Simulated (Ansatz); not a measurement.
# Cs on Ti(0001): change of the work function, part 3 of 3

Wanted: Δφ(θ) for Cs/Ti(0001), starting from the fcc site.

Ansatz 0.2.0; plane-wave DFT, PBE, Ansatz PAW.

So far, work function, upper face (eV): step 2 (the clean slab) 4.37; step 3 (37 atoms, coverage 0.111 ML, cell 3x3) 2.04.

### Step 4. The covered slab, k-mesh 6×6×1, coverage 0.25 ML

System of this step: Cs/Ti(0001). The cell holds 17 atoms: 16 Ti and 1 Cs. Its edges and angles: a = 5.900 Å, b = 5.900 Å, c = 28.718 Å, α = 90.0°, β = 90.0°, γ = 60.0°. Vacuum lies along c.

Another coverage, to see how the dipoles act on each other as their distance changes.

The input, input.yaml:

```yaml
crystal:
  lattice:
    - [5.9, 0.0, 0.0]
    - [2.95, 5.1095498824, 0.0]
    - [0.0, 0.0, 28.7179552889]
  atoms:
    - { symbol: Ti, position: [0.3333333333, 0.3333333333, 0.3133927854] }
    - { symbol: Ti, position: [0.0, 0.0, 0.3949549989] }
    - { symbol: Ti, position: [0.3333333333, 0.3333333333, 0.4788852066] }
    - { symbol: Ti, position: [0.0, 0.0, 0.5544015468] }
    - { symbol: Ti, position: [0.3333333333, 0.8333333333, 0.3133927854] }
    - { symbol: Ti, position: [0.0, 0.5, 0.3949549989] }
    - { symbol: Ti, position: [0.3333333333, 0.8333333333, 0.4788852066] }
    - { symbol: Ti, position: [0.0, 0.5, 0.5544015468] }
    - { symbol: Ti, position: [0.8333333333, 0.3333333333, 0.3133927854] }
    - { symbol: Ti, position: [0.5, 0.0, 0.3949549989] }
    - { symbol: Ti, position: [0.8333333333, 0.3333333333, 0.4788852066] }
    - { symbol: Ti, position: [0.5, 0.0, 0.5544015468] }
    - { symbol: Ti, position: [0.8333333333, 0.8333333333, 0.3133927854] }
    - { symbol: Ti, position: [0.5, 0.5, 0.3949549989] }
    - { symbol: Ti, position: [0.8333333333, 0.8333333333, 0.4788852066] }
    - { symbol: Ti, position: [0.5, 0.5, 0.5544015468] }
    - { symbol: Cs, position: [0.1666666667, 0.1666666667, 0.6866072146] }
kpoints:
  mp_grid: { grid: [6, 6, 1] }
hamiltonian:
  xc: pbe
scf:
  occupations: { method: fermi_dirac, width: 0.1 }
  convergence: { dr2_threshold: 1.0e-08 }
efield:
  axis: 3
  dipole_correction: true
  ramp_position: 0.97
  ramp_width: 0.06
relax:
  f_tol: 0.02
  max_steps: 60
  constraints: [{ sites: [0, 1, 4, 5, 8, 9, 12, 13] }]
output:
  dos: { projected: true, e_range: [-8, 4] }
  write_potential: true
  write_density: true
  volumetric_format: npy
  elf: true
```

Run with:

```bash
> ansatz run input.yaml --threads 4 --pin off --max-ram 16384MiB --backend cpu --events-out ev --progress --plain --runs-dir out
```

Log:

```text
[...]
Crystal: 17 atoms, lattice volume = 865.741 Å³
Basis set: ecut = 420 eV, 16775 PW (Γ), exchange–correlation on 80×80×384 points (8 copies of the dense FFT grid, shifted against one another)
Bands: 121, of which v1, the nominal top of the filled ones, is band 101 counted from 1 (100 counted from 0)
Symmetry: 6 space group operations
[...]
k-points: 7 of 36 (time reversal used)
[...]
SCF iter   1: F=—  HF=-45659.286631 eV  |F-HF|=—  |Δ(HF+E_count)|=         —  Δρ=5.53e-3  dr2=2.45e0  ethr=1.77e-3  p=0.367 e·Å  D=7.67e-2 V/Å  ΔV_dip=-2.20 eV  dr2_dipole=4.07e-1  V_vac-E_F(+/−)=1.89/4.09 eV  ⟨swp⟩=10.9  Hψ=4141  notcnv=0
[...]
SCF iter  11: F=-45659.257451 eV  HF=-45659.257451 eV  |F-HF|=8.87e-9  |Δ(HF+E_count)|=   4.84e-8  Δρ=5.15e-7  dr2=7.63e-9  ethr=1.00e-12  p=0.449 e·Å  D=9.39e-2 V/Å  ΔV_dip=-2.70 eV  dr2_dipole=2.86e-9  V_vac-E_F(+/−)=1.72/4.41 eV  ⟨swp⟩=51.4  Hψ=14809  notcnv=1
SCF 1 converged in 11 iterations: F = -45659.257451 eV  dr2 = 7.63e-9
[...]
relax step   1: F+E_penalty+E_count = -45659.25745119 eV  Δ(F+E_penalty+E_count) = +0.000e0 eV  max|allowed force component| = 3.338e-1 eV/Å  Δτ_max = 0.0000 Å  (11 SCF iters, accepted)
[...]
SCF iter   9: F=-45659.283663 eV  HF=-45659.283663 eV  |F-HF|=4.67e-9  |Δ(HF+E_count)|=   1.19e-8  Δρ=6.09e-7  dr2=7.26e-9  ethr=4.98e-12  p=0.457 e·Å  D=9.55e-2 V/Å  ΔV_dip=-2.74 eV  dr2_dipole=2.51e-10  V_vac-E_F(+/−)=1.67/4.41 eV  ⟨swp⟩=14.4  Hψ=7560  notcnv=0
SCF 2 converged in 9 iterations: F = -45659.283663 eV  dr2 = 7.26e-9
[...]
relax step   2: F+E_penalty+E_count = -45659.28366256 eV  Δ(F+E_penalty+E_count) = -2.621e-2 eV  max|allowed force component| = 3.032e-1 eV/Å  Δτ_max = 0.0533 Å  (9 SCF iters, accepted)
[...]
SCF iter   1: F=—  HF=-45659.341673 eV  |F-HF|=—  |Δ(HF+E_count)|=         —  Δρ=3.11e-3  dr2=1.36e0  ethr=6.10e-4  p=0.457 e·Å  D=9.55e-2 V/Å  ΔV_dip=-2.74 eV  dr2_dipole=3.90e-1  V_vac-E_F(+/−)=1.68/4.42 eV  ⟨swp⟩=1.0  Hψ=2515  notcnv=0
[...]
eigensolver tolerance schedule calibrated: the retry pair's looser diagonalisation under-reported the residual by θ = 0.10 (0.14/decade); ethr = c·dr2/N_el runs at the constant in force after the calibration composes with the one it found (an armed cap, an earlier calibration), c = 4.8e-2
[...]
SCF iter   2: F=—  HF=-45659.323883 eV  |F-HF|=—  |Δ(HF+E_count)|=   1.78e-2  Δρ=7.11e-4  dr2=2.18e-2  ethr=3.27e-4  p=0.464 e·Å  D=9.69e-2 V/Å  ΔV_dip=-2.78 eV  dr2_dipole=2.77e-5  V_vac-E_F(+/−)=1.63/4.41 eV  ⟨swp⟩=1.4  Hψ=850  notcnv=0
[...]
SCF iter   9: F=-45659.324441 eV  HF=-45659.324441 eV  |F-HF|=1.43e-9  |Δ(HF+E_count)|=   6.64e-9  Δρ=3.40e-7  dr2=2.83e-9  ethr=2.40e-12  p=0.468 e·Å  D=9.78e-2 V/Å  ΔV_dip=-2.81 eV  dr2_dipole=4.92e-10  V_vac-E_F(+/−)=1.60/4.41 eV  ⟨swp⟩=10.0  Hψ=5214  notcnv=0
SCF 3 converged in 9 iterations: F = -45659.324441 eV  dr2 = 2.83e-9
relax step   3: F+E_penalty+E_count = -45659.32444097 eV  Δ(F+E_penalty+E_count) = -4.078e-2 eV  max|allowed force component| = 8.192e-2 eV/Å  Δτ_max = 0.1914 Å  (9 SCF iters, accepted)
[...]
relax step   4: F+E_penalty+E_count = -45659.32757267 eV  Δ(F+E_penalty+E_count) = -3.132e-3 eV  max|allowed force component| = 3.297e-2 eV/Å  Δτ_max = 0.0972 Å  (9 SCF iters, accepted)
SCF iter   1: F=—  HF=-45659.327536 eV  |F-HF|=—  |Δ(HF+E_count)|=         —  Δρ=3.63e-4  dr2=8.14e-3  ethr=3.58e-5  p=0.469 e·Å  D=9.80e-2 V/Å  ΔV_dip=-2.81 eV  dr2_dipole=1.05e-4  V_vac-E_F(+/−)=1.60/4.41 eV  ⟨swp⟩=2.1  Hψ=1265  notcnv=0
[...]
SCF iter   8: F=-45659.328021 eV  HF=-45659.328021 eV  |F-HF|=2.27e-9  |Δ(HF+E_count)|=   1.69e-9  Δρ=2.92e-7  dr2=2.07e-9  ethr=4.98e-12  p=0.469 e·Å  D=9.80e-2 V/Å  ΔV_dip=-2.81 eV  dr2_dipole=1.94e-10  V_vac-E_F(+/−)=1.60/4.41 eV  ⟨swp⟩=10.6  Hψ=6320  notcnv=0
SCF 5 converged in 8 iterations: F = -45659.328021 eV  dr2 = 2.07e-9
relax step   5: F+E_penalty+E_count = -45659.32802074 eV  Δ(F+E_penalty+E_count) = -4.481e-4 eV  max|allowed force component| = 4.186e-3 eV/Å  Δτ_max = 0.0231 Å  (8 SCF iters, accepted)
[...]
the search or the solves at the SCF's close seem to have found levels that the self-consistency loop had missed (the run counts 1). By its estimate they hold 2.65e-7 electrons. The energies and the density leave them out; if the run goes on with those levels, later outputs use occupations computed again with them
[...]
SCF converged after 8 iterations
Free energy (F): -45659.328021 eV
[...]
Internal energy: -45658.328561 eV  (E = F + TS)
E sigma→0 (E₀):  -45658.828291 eV
Entropy (-TS):   -0.999460 eV (-58.792 meV/atom)
Fermi energy:    2.947881 eV
Dipole field:    D = 0.097978 V/Å  (p = 0.468765 e·Å, saw-weighted, corrected)
Work function:   Φ+ = 1.5990 eV   Φ− = 4.4128 eV
[...]
--- Forces (eV/Å), atoms counted from 1 ---
  atom   1  Ti    -0.00624531    -0.00360573     0.58378958
  atom   2  Ti     0.00179180     0.00103450    -0.59217896
  atom   3  Ti    -0.00052920    -0.00030553    -0.00028122
  atom   4  Ti     0.00119294     0.00068875    -0.00085303
  atom   5  Ti     0.00000000     0.00721146     0.58378958
  atom   6  Ti    -0.00000000    -0.00206899    -0.59217896
  atom   7  Ti     0.00000000     0.00061106    -0.00028122
  atom   8  Ti    -0.00000000    -0.00137749    -0.00085303
  atom   9  Ti     0.00624531    -0.00360573     0.58378958
  atom  10  Ti    -0.00179180     0.00103450    -0.59217896
  atom  11  Ti     0.00052920    -0.00030553    -0.00028122
  atom  12  Ti    -0.00119294     0.00068875    -0.00085303
  atom  13  Ti     0.00000000    -0.00000000     0.58532184
  atom  14  Ti    -0.00000000     0.00000000    -0.55868239
  atom  15  Ti     0.00000000    -0.00000000    -0.00056476
  atom  16  Ti     0.00000000     0.00000000    -0.00175238
  atom  17  Cs     0.00000000    -0.00000000     0.00418565
  max |Σ_I F_I| component: 6.29e-5 eV/Å
--- Band table (eV; the first three rows and the last of 7) ---
  k-point 0: bands = [... 97 lower, 3.0224, 3.2059, 3.3607, 3.3964, 3.3964, 3.3968, 3.5150, 3.6178, ... 16 higher]
  k-point 1: bands = [... 97 lower, 3.0061, 3.0765, 3.2362, 3.2474, 3.2546, 3.3044, 3.4044, 3.5152, ... 16 higher]
  k-point 2: bands = [... 97 lower, 2.8364, 2.8551, 2.9612, 2.9637, 3.0115, 3.0547, 3.1987, 3.2143, ... 16 higher]
  k-point 6: bands = [... 97 lower, 2.5442, 2.5547, 2.6363, 2.6373, 2.6448, 2.8899, 2.9084, 3.0361, ... 16 higher]
--- Relaxed structure (5 steps of the walk, 5 accepted, 0 SCFs on fresh bases) ---
  F+E_penalty+E_count = -45659.32802074 eV   max|allowed force component| = 4.186e-3 eV/Å
  atoms:
    - { symbol: Ti, position: [0.333333, 0.333333, 0.313393] }
    - { symbol: Ti, position: [2.666712e-17, 2.666712e-17, 0.394955] }
    - { symbol: Ti, position: [0.334450, 0.334450, 0.478550] }
    - { symbol: Ti, position: [0.000398576, 0.000398576, 0.554327] }
    - { symbol: Ti, position: [0.333333, 0.833333, 0.313393] }
    - { symbol: Ti, position: [5.551115e-17, 0.5, 0.394955] }
    - { symbol: Ti, position: [0.334450, 0.831100, 0.478550] }
    - { symbol: Ti, position: [0.000398576, 0.499203, 0.554327] }
    - { symbol: Ti, position: [0.833333, 0.333333, 0.313393] }
    - { symbol: Ti, position: [0.5, 2.666712e-17, 0.394955] }
    - { symbol: Ti, position: [0.831100, 0.334450, 0.478550] }
    - { symbol: Ti, position: [0.499203, 0.000398576, 0.554327] }
    - { symbol: Ti, position: [0.833333, 0.833333, 0.313393] }
    - { symbol: Ti, position: [0.500000, 0.5, 0.394955] }
    - { symbol: Ti, position: [0.833333, 0.833333, 0.478111] }
    - { symbol: Ti, position: [0.500000, 0.5, 0.556455] }
    - { symbol: Cs, position: [0.166667, 0.166667, 0.675753] }
```

Wall time 1.8 min (4 threads of Arm Neoverse V2, shared host); peak memory 2.6 GiB.

Step by step:

| step | energy less that of the first step (eV) | largest force component (eV/Å) |
| --- | --- | --- |
| 1 | 0.0000 | 0.3338 |
| 2 | -0.0262 | 0.3032 |
| 3 | -0.0670 | 0.0819 |
| 4 | -0.0701 | 0.0330 |
| 5 | -0.0706 | 0.0042 |

The run keeps the 6 symmetry operations that the program found, so distortions that break them were not tested.

The atoms that moved most (Å):

| atom | dx | dy | dz | length |
| --- | --- | --- | --- | --- |
| Cs17 | 0.000 | 0.000 | -0.312 | 0.312 |
| Ti16 | 0.000 | 0.000 | 0.059 | 0.059 |
| Ti15 | 0.000 | 0.000 | -0.022 | 0.022 |
| Ti7 | 0.000 | -0.011 | -0.010 | 0.015 |
| Ti11 | -0.010 | 0.006 | -0.010 | 0.015 |
| Ti3 | 0.010 | 0.006 | -0.010 | 0.015 |

The relaxed structure:

```xyz
17
Lattice="5.9000 0.0000 0.0000 2.9500 5.1095 0.0000 0.0000 0.0000 28.7180" Properties=species:S:1:pos:R:3
Ti    2.9500    1.7032    9.0000
Ti    0.0000    0.0000   11.3423
Ti    2.9599    1.7089   13.7430
Ti    0.0035    0.0020   15.9191
Ti    4.4250    4.2580    9.0000
Ti    1.4750    2.5548   11.3423
Ti    4.4250    4.2465   13.7430
Ti    1.4750    2.5507   15.9191
Ti    5.9000    1.7032    9.0000
Ti    2.9500    0.0000   11.3423
Ti    5.8901    1.7089   13.7430
Ti    2.9465    0.0020   15.9191
Ti    7.3750    4.2580    9.0000
Ti    4.4250    2.5548   11.3423
Ti    7.3750    4.2580   13.7304
Ti    4.4250    2.5548   15.9803
Cs    1.4750    0.8516   19.4063
```

Numbers from this step:

* energy at zero smearing: -45658.8283 eV
* work function, upper face: 1.599 eV
* work function, lower face: 4.413 eV
* dipole along the normal: 0.4688 e·Å
* step between the vacuum levels: -2.814 eV

Running mean over 2.342 Å of the planar mean; the ramp of the sawtooth is left out. Electron's electrostatic potential energy less the Fermi level against z:

| z (Å) | electron's electrostatic potential energy less the Fermi level (eV) |
| --- | --- |
| 4 | 4.41 |
| 5 | 4.39 |
| 6 | 4.23 |
| 7 | 2.89 |
| 8 | -3.13 |
| 9 | -6.74 |
| 10 | -6.59 |
| 11 | -6.58 |
| 12 | -6.42 |
| 13 | -6.38 |
| 14 | -6.90 |
| 15 | -7.51 |
| 16 | -6.72 |
| 17 | -2.84 |
| 18 | 0.942 |
| 19 | -0.749 |
| 20 | -1.19 |
| 21 | 0.361 |
| 22 | 1.35 |
| 23 | 1.53 |
| 24 | 1.58 |
| 25 | 1.59 |

The density of states has structure finer than the step of the table below, so its rows give means over 0.25 eV. Peaks (eV: height): -1.260: 50.1, -1.200: 53.9, -0.750: 76.0, -0.630: 68.8, -0.060: 57.9, 0.060: 43.2, 0.360: 54.1.

Density of states against energy, zero at the Fermi level; means over each step:

| energy (eV) | density of states (states/eV a cell) |
| --- | --- |
| -6.00 | 0 |
| -5.75 | 0.245 |
| -5.50 | 1.13 |
| -5.25 | 1.17 |
| -5.00 | 1.15 |
| -4.75 | 1.82 |
| -4.50 | 3.00 |
| -4.25 | 2.38 |
| -4.00 | 2.46 |
| -3.75 | 3.98 |
| -3.50 | 3.77 |
| -3.25 | 3.40 |
| -3.00 | 6.59 |
| -2.75 | 8.39 |
| -2.50 | 9.74 |
| -2.25 | 14.8 |
| -2.00 | 18.3 |
| -1.75 | 21.2 |
| -1.50 | 15.9 |
| -1.25 | 24.9 |
| -1.00 | 21.8 |
| -0.75 | 41.4 |
| -0.50 | 13.6 |
| -0.25 | 25.4 |
| 0.00 | 33.9 |
| 0.25 | 33.3 |
| 0.50 | 35.2 |

Projected DOS per atom over height of the atomic layer and energy from the Fermi level. Layers: Ti4 Ti4 Ti4 Ti4 Cs from below.

Ten even steps from '_' (0.00 states/eV) to '@' (2.61 states/eV), each cell a mean:
```
@@****%%::
@@++==##..
##--::++..
**##**##==
++==++**__
--====--__
==++++==__
::====--__
....::..__
........__
..__....__
__________
__________
__________
__________
__________
__________
__________
__________
__________
__________
__________
```
Columns: height of the atomic layer (Å) from 9 to 19.4 (not evenly spaced); rows upwards: energy from the Fermi level (eV) from -7.96 to 0.645.

Electrostatic potential energy in the ca plane at fractional y = 0.000, with atoms of Ti within 0.2 Å of it. With pseudopotentials it is smooth inside the atoms' cores, unlike the true potential.

Ten even steps from '0' (-35 eV) to '9' (6 eV), each cell a mean:
```
98610005899999850002699999999999999999999999
89852147898888873225899999999999999999999999
89987678987668887678999999999999999999999999
78998899986457899889999999999999999999999999
79988889986567898888999999999999999999999999
89864468988778886446899999999999999999999999
98730026899999861003799999999999999999999999
98610004899999840001689999999999999999999999
98610005899999840002689999888999999999999999
89852147898888873125899998767889999999999999
89987678987678887678999986445789999999999999
78998899986457899889999985323689999999999999
79988889987567898888999986334689999999999999
89864468988778885446899987656789999999999999
98730026899999851003799998878899999999999999
98610004899999840001689999999999999999999999
```
Columns run along c (16.0 Å, from fractional 0.34 to 0.89 of the cell; values clipped at the 3rd and 97th percentile), rows up along a (5.9 Å). Atoms in or near the plane, at fractional coordinates: Ti at (0.39, 0.00), Ti at (0.55, 0.00), Ti at (0.39, 0.50), Ti at (0.55, 0.50).

Valence density in the ca plane at fractional y = 0.000, with atoms of Ti within 0.2 Å of it. It is the smooth field of the valence electrons, not physical close to the nuclei.

Ten steps, logarithmic in the rise over the least value, from '0' (0.00 × 1e0 e/Å³) to '9' (9.68 × 1e0 e/Å³), each cell a mean:
```
22379984222222248997310000000000000000000000
22246753222222235764210000000000000000000000
22223322222332223332110000000000000000000000
22222222223442222221110000000000000000000000
22222222223432222222110000000000000000000000
22235542222322224553110000000000000000000000
22368874222222247886210000000000000000000000
22479985222222358997310000000000000000000000
22379984222222248997310001111100000000000000
22246753222222235764210012333210000000000000
22223322222332223332111123444310000000000000
22222222223432222221111123454321000000000000
22222222223332222222111123454320000000000000
22235542222222224553110112343210000000000000
22368874222222247886210011222100000000000000
22479985222222358997310000111000000000000000
```
Columns run along c (16.0 Å, from fractional 0.34 to 0.89 of the cell), rows up along a (5.9 Å). Atoms in or near the plane, at fractional coordinates: Ti at (0.39, 0.00), Ti at (0.55, 0.00), Ti at (0.39, 0.50), Ti at (0.55, 0.50).

ELF in the ca plane at fractional y = 0.000, with atoms of Ti within 0.2 Å of it. It is the smooth field of the valence electrons, not physical close to the nuclei.

Ten even steps from '0' (0.00) to '9' (0.89), each cell a mean:
```
63255363256677336356101100000000000000000000
33125631232234314653113210000000000000000000
13321112321111322211234432100000000000000000
13542234411321244223455543110000000000000000
13432123311221243212355432100000000000000000
23213321321112322331123321000000000000000000
53146652244455325665112210000000000000000000
74263163267787336136201100122100000000000000
63255363256677336356101002566521000000000000
33125631232234314653111026899752100000000000
13321112321111322211231148999974100011000000
13542234411221244223551159999974100011000000
13432123411211243212441159999974100011000000
23213321321112322332121137999863100001000000
53146652244455326665111014788641000000000000
74263163267787336136201001344210000000000000
```
Columns run along c (16.0 Å, from fractional 0.34 to 0.89 of the cell), rows up along a (5.9 Å). Atoms in or near the plane, at fractional coordinates: Ti at (0.39, 0.00), Ti at (0.55, 0.00), Ti at (0.39, 0.50), Ti at (0.55, 0.50).

The relaxation took 5 steps and lowered the energy by 0.071 eV; the largest force on the free atoms ends at 0.0042 eV/Å.

By hand: a sheet of dipoles makes a step −p/(ε₀A) in the electron's potential. With e/ε₀ = 180.95 V·Å, p = 0.4688 e·Å and A = 30.15 Å², that is −180.95 × (0.4688) / 30.15 = -2.814 eV, and the two vacuum levels of the run differ by -2.814 eV.

The covered face has 1.60 eV, -2.77 eV against the clean one; the bare back face has moved by -0.01 eV, a measure of how thin the slab is.

### Step 5. Work function against coverage

This step: plane-wave DFT, PBE, Ansatz PAW; work function against coverage (Ansatz 0.2.0).

The runs are now put side by side.

This step gave:

| Property | Result |
| --- | --- |
| work function of the clean face | 4.373 eV |
| largest change of the work function | -2.774 eV |

The work function of the covered face by coverage:

| coverage (adsorbates/nm²) | work function of the covered face (eV) |
| --- | --- |
| 0.00 | 4.37 |
| 1.47 | 2.04 |
| 3.32 | 1.60 |

The dipole per adsorbate comes from the change of the cell's dipole. Coverage, by row:

| coverage (1/nm²) | coverage (ML) | work function (eV) | change (eV) | dipole per adsorbate, positive end outwards (debye) | mean height of the added atoms over the highest substrate atom (Å) |
| --- | --- | --- | --- | --- | --- |
| 1.474 | 0.1111 | 2.043 | -2.33 | 4.191 | 3.445 |
| 3.317 | 0.25 | 1.599 | -2.774 | 2.211 | 3.426 |

### Step 6. Results

```json
{"work function of the clean face": "4.37 eV", "work function at 0.11 ML": "2.04 eV", "work function at 0.25 ML": "1.60 eV", "dipole per adsorbate at 0.11 ML, positive end outwards": "4.19 D"}
```

What this shows: Cs lowers the work function of Ti(0001) at the lowest coverage, by 2.33 eV: the adsorbate layer has its positive end outwards. The slab has 4 layers, at the tabulated experimental lattice constant, one starting site was run, and quantum-size effects of a slab this thin can reach one or two tenths of an eV.

[Long decimals in the printed logs are rounded to 6 places.]

[Logs are printed without paths, hosts, clocks, repeated set-up lines and the standing remarks that a program may print on its own settings, such as how far it seeks lower states.]

[Hosts, paths, dates, database ids (printed as entryN), source tags and the programs' standing remarks are cut or masked in the printed files.]

[Maps of the electrostatic potential energy from Ansatz leave out the sawtooth potential of an applied field or a dipole correction, so their vacuum need not be flat; planar profiles and work functions include it.]
